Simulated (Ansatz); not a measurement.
# KF (Carobbiite, Fm-3m): a volume series of phonon spectra

Aim: how the vibrations of KF (Carobbiite) shift with volume, and the expansion that follows.

Experimental results on record:
- volume expansion coefficient 104.4 1e-6/K and heat capacity C_P per formula unit 49 J/mol/K near room temperature (given in “High-Throughput Prediction of Finite-Temperature Properties using the Quasi-Harmonic Approximation”, 2016, arXiv:1603.06924)
- volume expansion coefficient 95.1 1e-6/K near room temperature (given in “Descriptors for thermal expansion in solids”, 2017, arXiv:1701.03966)

Method: DFT PBE, scalar-relativistic, plane waves, PAW, in Ansatz 0.2.0.

### Step 1. The starting structure

Symmetry: Fm-3m, No. 225, cubic system. Conventional cell: a = 5.344 Å, b = 5.344 Å, c = 5.344 Å, α = 90.00°, β = 90.00°, γ = 90.00°. Nearest to K lie 6 F at 2.67 Å. Nearest to F lie 6 K at 2.67 Å. Farther neighbours and most contacts between anions are not listed.

### Step 2. A first coarse run

A cheap single point shows whether the cell is a metal or an insulator and how far it is from rest; that sets the k-mesh and the occupations of what follows.

input.yaml

```yaml
crystal:
  lattice:
    - [0.0, 2.67185, 2.67185]
    - [2.67185, 0.0, 2.67185]
    - [2.67185, 2.67185, 0.0]
  atoms:
    - { symbol: K, position: [0.0, 0.0, 0.0] }
    - { symbol: F, position: [0.5, 0.5, 0.5] }
kpoints:
  mp_grid: { grid: [6, 6, 6] }
hamiltonian:
  xc: pbe
scf:
  occupations: { method: gaussian, width: 0.1 }
output:
  forces: true
  stress: true
  eigenvalues: true
```

Command:

```bash
> ansatz run input.yaml --threads 2 --pin off --max-ram 5120MiB --backend cpu --events-out ev --progress --plain --runs-dir out
```

Numbers of over 12 decimals in the logs are rounded to 6 here.

Output:

```text
Engine: ansatz 0.2.0, aarch64-unknown-linux-gnu
Pseudopotentials: kind: paw
Pseudopotential: K, paw, valence charge 9, recommended cutoff 420 eV (normal), K.paw.azcp
Pseudopotential: F, paw, valence charge 7, recommended cutoff 420 eV (normal), F.paw.azcp
Functional definition: PBE
  parameter kappa = 0.804
  parameter beta = 0.066725
  exchange = pbe_x(kappa = kappa, mu = beta*pi^2/3)
  correlation = pbe_c(beta = beta)
Crystal: 2 atoms, lattice volume = 38.148 Å³
Basis set: ecut = 420 eV, 725 PW (Γ), exchange–correlation on 54×54×54 points (8 copies of the dense FFT grid, shifted against one another)
Bands: 12, of which v1, the nominal top of the filled ones, is band 8 counted from 1 (7 counted from 0)
Symmetry: 48 space group operations
Space group: Fm-3m (ITA 225), of the structure as read, at distance tolerance 3.4e-5 Å
k-points: 16 of 216
Non-local potential: K, projectors of the file, l = 0: 3, l = 1: 2, l = 2: 2
Non-local potential: F, projectors of the file, l = 0: 2, l = 1: 2, l = 2: 1
PAW form: soft (Blöchl's): semilocal exchange-correlation on the pseudo side does not see the compensation charge
PAW one-centre angular grid: K, 110 points (default); XC on 64 Gauss nodes
PAW one-centre angular grid: F, 110 points (default); XC on 64 Gauss nodes
Initial density: superposition of atomic densities (neutral atoms: chi_scale 0, normalization atom), corrected by the library's trained network
Initial wavefunctions: pseudopotential atomic-orbital guess
Functional: x = pbe(κ = 0.804, μ = 0.219515), c = pbe(β = 0.066725)
SCF iter   1: F=—  HF=-2348.796118 eV  |F-HF|=—  |Δ(HF+E_count)|=         —  Δρ=6.44e-4  dr2=7.27e-5  ethr=1.77e-3  ⟨swp⟩=5.5  Hψ=1178  notcnv=0
preconditioner: auto → none  [insulator: Δε(μ)=6.179 eV  Ē_g=17.604 eV  σ=0.100 eV  W_gap=1.00  n_scr=14 (ndim 8)  ℏωp=22.5 eV  f_vac=0.122  D(μ)=0.00/eV (n_scr^D=0)  ε∞_Penn≈2.6]
SCF iter   2: F=—  HF=-2348.796082 eV  |F-HF|=—  |Δ(HF+E_count)|=   3.58e-5  Δρ=9.96e-4  dr2=2.88e-4  ethr=4.54e-7  ⟨swp⟩=2.3  Hψ=459  notcnv=0
SCF iter   3: F=—  HF=-2348.796035 eV  |F-HF|=—  |Δ(HF+E_count)|=   4.71e-5  Δρ=4.09e-4  dr2=5.48e-5  ethr=4.54e-7  ⟨swp⟩=2.0  Hψ=304  notcnv=0
SCF iter   4: F=—  HF=-2348.796061 eV  |F-HF|=—  |Δ(HF+E_count)|=   2.55e-5  Δρ=2.04e-4  dr2=1.07e-5  ethr=3.43e-7  ⟨swp⟩=2.0  Hψ=304  notcnv=0
SCF iter   5: F=—  HF=-2348.796062 eV  |F-HF|=—  |Δ(HF+E_count)|=   1.16e-6  Δρ=1.42e-4  dr2=5.62e-6  ethr=6.71e-8  ⟨swp⟩=1.0  Hψ=192  notcnv=0
SCF iter   6: F=—  HF=-2348.796061 eV  |F-HF|=—  |Δ(HF+E_count)|=   9.67e-7  Δρ=7.16e-5  dr2=1.49e-6  ethr=3.51e-8  ⟨swp⟩=1.0  Hψ=192  notcnv=0
SCF iter   7: F=-2348.796060 eV  HF=-2348.796060 eV  |F-HF|=2.92e-8  |Δ(HF+E_count)|=   3.55e-7  Δρ=1.07e-5  dr2=3.46e-8  ethr=6.25e-10  ⟨swp⟩=3.0  Hψ=705  notcnv=0
SCF 1 converged in 7 iterations: F = -2348.796060 eV  dr2 = 3.46e-8
  greatest PAW one-centre occupation: 0.988 electrons in one spin orbital (limit 2), on the K atom at site 0 (counted from 0), in its partial waves of l = 0
SCF converged after 7 iterations
Free energy (F): -2348.796060 eV
Harris-Foulkes:  -2348.796060 eV  (|F-HF|=2.92e-8)
Internal energy: -2348.796060 eV  (E = F + TS)
E sigma→0 (E₀):  -2348.796060 eV
Fermi energy:    4.553024 eV
--- Per-component energies (eV) ---
  E_band       = -125.163378
  E_kinetic    = 462.340391
  E_local      = -1111.070707  (includes V_loc(G=0)·N_el)
  E_nonlocal   = 85.954196
  E_hartree    = 400.710052
  E_xc         = -216.471917
  E_vxc        = -269.093073  (∫ρ·V_xc dr)
  E_paw        = -982.198203  (= ΣΔE_a)
  E_vpaw       = -94.711529  (= ΣTr[D̂ρ^β])
  E_aug_tail   = 0.002067  (compensation charges beyond the density's cutoff)
  E_ewald      = -988.061939
  E_smearing   = -0.000000  (= −TS)
  E_closure    = 0.000000  (closes the sum)
  Σ components = -2348.796060   (vs F -2348.796060, Δ=0.00e0)
--- Forces (eV/Å), atoms counted from 1 ---
  atom   1  K     -0.00000000     0.00000000    -0.00000000
  atom   2  F      0.00000000    -0.00000000     0.00000000
  max |Σ_I F_I| component: 1.97e-29 eV/Å
--- Stress (GPa, compression-positive) ---
        1.380334      -0.000000       0.000000
        0.000000       1.380334      -0.000000
       -0.000000       0.000000       1.380334
  P = ⅓ Tr σ = 1.3803 GPa (13.803 kbar)
--- Band table (eV; the first three rows and the last of 16) ---
  k-point 0: bands = [... 4 lower, -7.9124, 1.4613, 1.4613, 1.4613, 7.6430, 12.1368, 12.1368, 12.1368]
  k-point 1: bands = [... 4 lower, -7.9217, 1.2296, 1.3715, 1.3715, 8.3847, 11.7593, 12.4903, 12.4903]
  k-point 2: bands = [... 4 lower, -7.9400, 0.8412, 1.1979, 1.1979, 9.9348, 11.5483, 13.1931, 13.1931]
  k-point 15: bands = [... 4 lower, -8.0310, 1.1429, 1.2689, 1.3429, 10.4143, 12.0808, 12.4002, 14.8955]
```

It took 0.35 s on 2 threads of Arm Neoverse V2, shared host; peak memory 0.25 GiB; 0.61 s of CPU time.

Reading the cycles: dr2 is the Hartree energy of the density residual (eV), the measure of convergence; HF is the Harris–Foulkes estimate of the energy, which meets the free energy F at convergence.

This step gave:

```yaml
pressure: 1.380 GPa
gap_on_the_k_mesh: 6.182 eV
volume_per_atom: 19.07 Å³
```

The start is under 1.4 GPa at this level and looks like an insulator or semiconductor on this mesh.

### Step 3. Relaxation

Phonons are second derivatives about a minimum, so cell and atoms are relaxed first, inside the symmetry of the start.

input.yaml, the sections that differ from step 2:

```yaml
kpoints:
  mp_grid: { grid: [8, 8, 8] }
scf:
  occupations: { method: gaussian, width: 0.02 }
output:
  forces: true
  stress: true
  eigenvalues: true
  write_density: true
  write_potential: true
  elf: true
  volumetric_format: npy
relax:
  adjacent_minimum: "off"
  f_tol: 0.005
  max_steps: 80
  cell: { stress_tol: 0.05 }
# crystal, hamiltonian: as in step 2
```

Output:

```text
[...]
Crystal: 2 atoms, lattice volume = 38.148 Å³
Basis set: ecut = 420 eV, 725 PW (Γ), exchange–correlation on 54×54×54 points (8 copies of the dense FFT grid, shifted against one another)
Bands: 12, of which v1, the nominal top of the filled ones, is band 8 counted from 1 (7 counted from 0)
Symmetry: 48 space group operations
[...]
k-points: 29 of 512
[...]
SCF iter   1: F=—  HF=-2348.796170 eV  |F-HF|=—  |Δ(HF+E_count)|=         —  Δρ=6.33e-4  dr2=7.12e-5  ethr=1.77e-3  ⟨swp⟩=6.1  Hψ=2282  notcnv=0
[...]
SCF iter   8: F=-2348.796122 eV  HF=-2348.796122 eV  |F-HF|=6.83e-9  |Δ(HF+E_count)|=   2.95e-8  Δρ=5.09e-6  dr2=7.92e-9  ethr=6.25e-10  ⟨swp⟩=8.6  Hψ=2028  notcnv=0
SCF 1 converged in 8 iterations: F = -2348.796122 eV  dr2 = 7.92e-9
[...]
relax step   1: F+E_penalty+E_count = -2348.79612162 eV  Δ(F+E_penalty+E_count) = +0.000e0 eV  max|allowed force component| = 1.311e-29 eV/Å  Δτ_max = 0.0000 Å  P = +1.382 GPa  Ω = 38.148 Å³  (8 SCF iters, dr2 threshold 1.00e-7 eV, accepted)
Crystal: 2 atoms, lattice volume = 39.750 Å³
Basis set: ecut = 420 eV, 749 PW (Γ), exchange–correlation on 54×54×54 points (8 copies of the dense FFT grid, shifted against one another)
[...]
iter 1 solved again at ethr=3.11e-5 eV; its pass at ethr=3.10e-3 eV (dr2=4.97e-3 eV) is discarded
[...]
SCF iter   5: F=-2348.799130 eV  HF=-2348.799130 eV  |F-HF|=2.05e-7  |Δ(HF+E_count)|=   3.18e-6  Δρ=1.86e-5  dr2=9.31e-8  ethr=1.25e-9  ⟨swp⟩=6.1  Hψ=2385  notcnv=0
SCF 2 converged in 5 iterations: F = -2348.799130 eV  dr2 = 9.31e-8
[...]
relax step   2: F+E_penalty+E_count = -2348.79913019 eV  Δ(F+E_penalty+E_count) = -3.009e-3 eV  max|allowed force component| = 8.546e-30 eV/Å  Δτ_max = 0.0000 Å  P = -0.146 GPa  Ω = 39.750 Å³  energy of the carried Pulay correction = -2.957e-3 eV  (5 SCF iters, dr2 threshold 2.00e-7 eV, accepted)
Crystal: 2 atoms, lattice volume = 39.591 Å³
[...]
SCF iter   4: F=-2348.799495 eV  HF=-2348.799495 eV  |F-HF|=5.60e-9  |Δ(HF+E_count)|=   2.94e-7  Δρ=1.41e-5  dr2=2.89e-8  ethr=3.35e-10  ⟨swp⟩=5.0  Hψ=1918  notcnv=0
SCF 3 converged in 4 iterations: F = -2348.799495 eV  dr2 = 2.89e-8
relax step   3: F+E_penalty+E_count = -2348.79949452 eV  Δ(F+E_penalty+E_count) = -3.643e-4 eV  max|allowed force component| = 1.566e-29 eV/Å  Δτ_max = 0.0000 Å  P = -0.006 GPa  Ω = 39.591 Å³  energy of the carried Pulay correction = -2.668e-3 eV  (4 SCF iters, dr2 threshold 5.36e-8 eV, accepted)
[...]
relax step   4: F+E_penalty+E_count = -2348.80283211 eV  Δ(F+E_penalty+E_count) = -3.338e-3 eV  max|allowed force component| = 1.183e-29 eV/Å  Δτ_max = 0.0000 Å  P = +0.172 GPa  Ω = 39.591 Å³  stress off target by 1.72e-1 GPa  SCF on the basis re-selected at this cell (its energy is not comparable with the rows above)  (6 SCF iters)
[...]
relax step   5: F+E_penalty+E_count = -2348.80259634 eV  Δ(F+E_penalty+E_count) = +2.358e-4 eV  max|allowed force component| = 1.359e-29 eV/Å  Δτ_max = 0.0000 Å  P = +0.026 GPa  Ω = 39.777 Å³  energy of the carried Pulay correction = -3.504e-4 eV  (4 SCF iters, dr2 threshold 7.40e-8 eV, accepted)
[...]
SCF iter   1: F=—  HF=-2348.802985 eV  |F-HF|=—  |Δ(HF+E_count)|=         —  Δρ=3.16e-5  dr2=9.45e-8  ethr=1.47e-6  ⟨swp⟩=2.3  Hψ=3025  notcnv=0
eigensolver tolerance schedule: the retry pair's looser diagonalisation over-reported the residual by 2482.99 of it (diagonalisation noise at an unbounded share of the residual, at the tolerance the schedule requests for it); recorded, not acted on — ethr = c·dr2/N_el stays at c = 1.0e-1
[...]
SCF iter   2: F=—  HF=-2348.802971 eV  |F-HF|=—  |Δ(HF+E_count)|=   1.38e-5  Δρ=1.91e-5  dr2=8.81e-8  ethr=5.90e-10  ⟨swp⟩=2.1  Hψ=587  notcnv=0
[...]
SCF iter   6: F=-2348.802971 eV  HF=-2348.802971 eV  |F-HF|=2.73e-12  |Δ(HF+E_count)|=  5.46e-11  Δρ=4.86e-8  dr2=4.27e-13  ethr=1.00e-12  ⟨swp⟩=4.0  Hψ=1550  notcnv=0
SCF 6 converged in 6 iterations: F = -2348.802971 eV  dr2 = 4.27e-13
relax step   6: F+E_penalty+E_count = -2348.80297138 eV  Δ(F+E_penalty+E_count) = -3.750e-4 eV  max|allowed force component| = 5.588e-30 eV/Å  Δτ_max = 0.0000 Å  P = +0.034 GPa  Ω = 39.777 Å³  stress off target by 3.41e-2 GPa  SCF on the basis re-selected at this cell (its energy is not comparable with the rows above)  (6 SCF iters)
[...]
SCF converged after 6 iterations
Free energy (F): -2348.802971 eV
[...]
Internal energy: -2348.802971 eV  (E = F + TS)
E sigma→0 (E₀):  -2348.802971 eV
Fermi energy:    4.163013 eV
[...]
--- Stress (GPa, compression-positive) ---
        0.034064      -0.000000      -0.000000
       -0.000000       0.034064       0.000000
       -0.000000      -0.000000       0.034064
  P = ⅓ Tr σ = 0.0341 GPa (0.341 kbar)
--- Band table (eV; the first three rows and the last of 29) ---
  k-point 0: bands = [... 4 lower, -8.3421, 1.1798, 1.1798, 1.1798, 7.1462, 11.7353, 11.7353, 11.7353]
  k-point 1: bands = [... 4 lower, -8.3472, 1.0476, 1.1317, 1.1317, 7.5630, 11.4920, 11.9320, 11.9320]
  k-point 2: bands = [... 4 lower, -8.3594, 0.7685, 1.0190, 1.0190, 8.6119, 11.1394, 12.4144, 12.4144]
  k-point 28: bands = [... 4 lower, -8.4237, 0.8058, 1.0063, 1.0063, 10.7715, 10.7715, 12.1373, 14.2179]
--- Relaxed structure (4 steps of the walk, 4 accepted, 2 SCFs on fresh bases) ---
  F+E_penalty+E_count = -2348.80297138 eV   max|allowed force component| = 5.588e-30 eV/Å   (the final SCF, on the basis selected at the relaxed cell)
  cell:  # Å, volume = 39.7771 Å³
    - [0, 2.709367, 2.709367]
    - [2.709367, 0, 2.709367]
    - [2.709367, 2.709367, 0]
  atoms:
    - { symbol: K, position: [0, 0, 0] }
    - { symbol: F, position: [0.5, 0.5, 0.5] }
```

Elapsed: 3.1 s, on 2 threads; peak memory 0.29 GiB; 5.7 s of CPU time.

Relaxation path:

| step | energy less that of the first step (eV) | largest force component (eV/Å) | pressure (GPa) | volume (Å³) |
| --- | --- | --- | --- | --- |
| 1 | 0.0000 | 0.0000 | 1.38 | 38.15 |
| 2 | -0.0030 | 0.0000 | -0.15 | 39.75 |
| 3 | -0.0034 | 0.0000 | -0.01 | 39.59 |
| 4* | -0.0067 | 0.0000 | 0.17 | 39.59 |
| 5 | -0.0065 | 0.0000 | 0.03 | 39.78 |
| 6* | -0.0068 | 0.0000 | 0.03 | 39.78 |

Relaxation steps marked * repeat the geometry before them on a plane-wave basis chosen anew for their cell, so energy and pressure can jump there.

The run keeps the 48 symmetry operations that it works with, so distortions that break them were not tested.

| conventional cell, symmetrised | before | after | change |
| --- | --- | --- | --- |
| a (Å) | 5.344 | 5.419 | +1.4 % |
| b (Å) | 5.344 | 5.419 | +1.4 % |
| c (Å) | 5.344 | 5.419 | +1.4 % |
| volume (Å³/atom) | 19.07 | 19.89 | +4.3 % |

The relaxed structure:

```xyz
2
Lattice="0.0000 2.7094 2.7094 2.7094 0.0000 2.7094 2.7094 2.7094 0.0000" Properties=species:S:1:pos:R:3 pbc="T T T"
K     0.0000    0.0000    0.0000
F     2.7094    2.7094    2.7094
```

This step gave:

* pressure: 0.03406 GPa
* gap on the k-mesh: 5.966 eV
* volume per atom: 19.89 Å³

Valence density in the ac plane of the conventional cell at fractional y = 0.000, with atoms of K and F within 0.2 Å of it. It is the smooth field of the valence electrons, not physical close to the nuclei.

Values in e/Å³, 15 rows by 15 columns, each cell a mean:
```
 4  3  1  0  0  1  3  9  6  1  0  0  0  2  4
 2  1  0  0  0  0  1  2  1  0  0  0  0  1  2
 1  0  0  0  0  0  0  0  0  0  0  0  0  0  0
 0  0  0  0  0  0  0  0  0  0  0  0  0  0  0
 0  0  0  0  0  0  0  0  0  0  0  0  0  0  0
 2  1  0  0  0  0  1  2  2  1  0  0  0  0  1
 8  3  1  0  0  1  3  4  4  2  0  0  0  1  6
12  4  1  0  0  1  3  4  4  2  0  0  0  2  9
 5  2  0  0  0  1  2  3  3  1  0  0  0  1  3
 1  0  0  0  0  0  1  1  1  0  0  0  0  0  1
 0  0  0  0  0  0  0  0  0  0  0  0  0  0  0
 0  0  0  0  0  0  0  0  0  0  0  0  0  0  0
 1  1  0  0  0  0  0  1  1  0  0  0  0  0  1
 3  2  1  0  0  0  2  4  3  1  0  0  0  1  3
 4  3  1  0  0  1  5 12  8  2  0  0  1  2  4
```
Columns run along a (5.4 Å), rows up along c (5.4 Å), edges of the conventional cell, whose origin can differ from the input's. Atoms in or near the plane, at fractional coordinates: K at (0.00, 0.00), K at (0.50, 0.50), F at (0.50, 0.00), F at (0.00, 0.50).

ELF in the ac plane of the conventional cell at fractional y = 0.000, with atoms of K and F within 0.2 Å of it. It is the smooth field of the valence electrons, not physical close to the nuclei.

Ten even steps from '_' (0.01) to '@' (0.86), each cell a mean:
```
%%@@%%::..##@@##%%%%==__**@@@@
@@@@**....++%%@@%%##--__==%%@@
**++::____::======--..__..==**
..____________..______________
==--::____::++**++--..__..--==
%%%%++....##@@@@@@%%--__--##%%
##@@##..::%%@@%%@@@@++__==%%%%
**@@##..--@@@@##%%@@**..==@@##
@@@@**..::%%@@@@@@@@++__==%%@@
##**==____++%%@@%%##::__::++##
::..________::--::..______....
::::________........______..::
@@%%==____==**####++::__::**%%
@@@@%%::..**@@@@@@%%--__++@@@@
##@@@@::::##@@**##%%==..**@@%%
```
Columns run along a (5.4 Å), rows up along c (5.4 Å), edges of the conventional cell, whose origin can differ from the input's. Atoms in or near the plane, at fractional coordinates: K at (0.00, 0.00), K at (0.50, 0.50), F at (0.50, 0.00), F at (0.00, 0.50).

Electrostatic potential energy in the ac plane of the conventional cell at fractional y = 0.000, with atoms of K and F within 0.2 Å of it. With pseudopotentials it is smooth inside the atoms' cores, unlike the true potential.

Values in eV, 15 rows by 15 columns, each cell a mean:
```
-41 -33 -10   3   7   6 -22 -37 -32  -5   8   6  -2 -23 -40
-27 -16  -2   5   7   8   2 -11  -5   7   8   6   2  -9 -23
 -3   0   4   6   7   8   8   8   8   8   8   7   5   2  -2
  6   6   7   7   7   7   6   6   6   6   7   7   7   6   6
  8   8   8   7   6   4   1  -3  -1   3   5   7   8   8   8
-10   3   8   7   5  -2 -16 -26 -22  -8   3   6   8   7  -5
-36 -20   6   7   3 -11 -34 -41 -39 -22  -1   6   8  -5 -32
-40 -27   4   7   3 -14 -37 -42 -41 -26  -3   6   8 -11 -37
-27 -10   8   7   4  -7 -27 -37 -34 -16   1   6   8   2 -22
  4   8   8   7   5   2  -7 -14 -11  -2   4   7   8   8   6
  7   7   7   7   7   5   4   3   3   5   6   7   7   7   7
  3   4   6   7   7   7   7   7   7   7   7   7   6   5   3
-13  -6   2   6   7   8   8   4   6   8   8   7   4  -2 -10
-36 -26  -6   4   7   8 -10 -27 -20   3   8   6   0 -16 -33
-42 -36 -13   3   7   4 -27 -40 -36 -10   8   6  -3 -27 -41
```
Columns run along a (5.4 Å; values clipped at the 3rd and 97th percentile), rows up along c (5.4 Å), edges of the conventional cell, whose origin can differ from the input's. Atoms in or near the plane, at fractional coordinates: K at (0.00, 0.00), K at (0.50, 0.50), F at (0.50, 0.00), F at (0.00, 0.50).

The relaxation ends with a pressure of 0.03 GPa.

### Step 4. Relaxing to small residual forces and stress

The thresholds are tightened for a last relaxation ahead of the phonons, and where mesh or smearing change with them the cell follows.

input.yaml

```yaml
crystal:
  lattice:
    - [0.0, 2.7093666514, 2.7093666514]
    - [2.7093666514, 0.0, 2.7093666514]
    - [2.7093666514, 2.7093666514, 0.0]
  atoms:
    - { symbol: K, position: [0.0, 0.0, 0.0] }
    - { symbol: F, position: [0.5, 0.5, 0.5] }
kpoints:
  mp_grid: { grid: [8, 8, 8] }
hamiltonian:
  xc: pbe
scf:
  occupations: { method: fixed }
output:
  forces: true
  stress: true
  eigenvalues: true
relax:
  adjacent_minimum: "off"
  f_tol: 0.001
  max_steps: 60
  cell: { stress_tol: 0.01 }
```

Output:

```text
[...]
Crystal: 2 atoms, lattice volume = 39.777 Å³
Basis set: ecut = 420 eV, 749 PW (Γ), exchange–correlation on 54×54×54 points (8 copies of the dense FFT grid, shifted against one another)
Bands: 12, of which v1, the nominal top of the filled ones, is band 8 counted from 1 (7 counted from 0)
Symmetry: 48 space group operations
[...]
k-points: 29 of 512
[...]
k-point 28: bands = [... 4 lower, -8.4349, 0.7993, 0.9987, 0.9987, 10.7602, 10.7602, 12.1238, 14.2024]
--- Relaxed structure (2 steps of the walk, 2 accepted, 1 SCFs on fresh bases) ---
[...]
cell:  # Å, volume = 39.8217 Å³
    - [0, 2.710378, 2.710378]
    - [2.710378, 0, 2.710378]
    - [2.710378, 2.710378, 0]
  atoms:
    - { symbol: K, position: [0, 0, 0] }
    - { symbol: F, position: [0.5, 0.5, 0.5] }
[key lines of the parts left out:]
SCF converged after 8 iterations
Free energy (F): -2348.802966 eV
Fermi energy:    1.172489 eV
P = ⅓ Tr σ = 0.0016 GPa (0.016 kbar)
```

Elapsed: 1.6 s, on 2 threads; peak memory 0.28 GiB; 3 s of CPU time.

Little changed from the start: no atom moved by 0.005 Å and no cell edge by 0.1 %.

Numbers from this step:

| Property | Result |
| --- | --- |
| pressure | 0.001586 GPa |
| gap on the k-mesh | 5.961 eV |
| volume per atom | 19.91 Å³ |

The residual pressure is 0.0016 GPa, small enough for phonons.

(Continued in part 2 of 4.)

[Logs are printed without paths, hosts, clocks, repeated set-up lines and the standing remarks that a program may print on its own settings, such as how far it seeks lower states.]

[Hosts, paths, dates, database ids (printed as entryN), source tags and the programs' standing remarks are cut or masked in the printed files.]

[A step with changed settings may run another functional than the one named; its input shows which.]

[Of the runs on displaced cells, only some may be shown.]
